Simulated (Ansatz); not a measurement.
Consider NaWO3 (cubic perovskite) (Pm-3m).

The structure was built from a prototype and need not be the compound's stable phase.

```xyz
5
Lattice="0.0000 -3.8457 0.0000 0.0000 0.0000 3.8457 -3.8457 0.0000 0.0000" Properties=species:S:1:pos:R:3 pbc="T T T"
Na    0.0000    0.0000    0.0000
W    -1.9228   -1.9228    1.9228
O     0.0000   -1.9228    1.9228
O    -1.9228   -1.9228    0.0000
O    -1.9228    0.0000    1.9228
```

The structure was relaxed with LDA. The structure type comes from a generator and need not be one that this composition takes. The structure was generated from a model, not taken from a measurement. The runs that relaxed it are not among those shown. The program's search for lower electronic states was switched off, so nothing shows that the state found is the lowest. Spin-orbit coupling is left out unless a run names it. PAW set soft_2, made with PBE.

A constrained-RPA run (Ansatz 0.2.0; non-magnetic LDA; W t2g + anion p, bands v10 to c2, 4×4×4 mesh, medium accuracy) builds 12 functions on bands 12 eV wide, with 19.0 electrons in the window. The bare on-site interaction is 14.1 eV and the bare J 0.63 eV.

Question: What U and J survive the screening?

On the W t2g shell, U = 6.14 eV (44 % of the bare value), U′ = 5.20 eV, J = 0.48 eV.

The parent state is non-magnetic and the interaction static (zero frequency); U depends on the window and the orbitals, so it belongs to this model alone. Spin-orbit coupling, which is strong for atoms this heavy, is left out. A window that holds the anion p bands defines a model with explicit ligands; its U belongs to that model and is not the U of DFT+U.

[Paths, hosts, dates, memory and timing lines, banners, echoed tables and standing remarks are left out of the program output.]

[Logs are printed without paths, hosts, clocks, repeated set-up lines and the standing remarks that a program may print on its own settings, such as how far it seeks lower states.]

[Runs of the session that timed out or met a known fault of the program may be left out.]

[Hosts, paths, dates, database ids (printed as entryN), source tags and the programs' standing remarks are cut or masked in the printed files.]
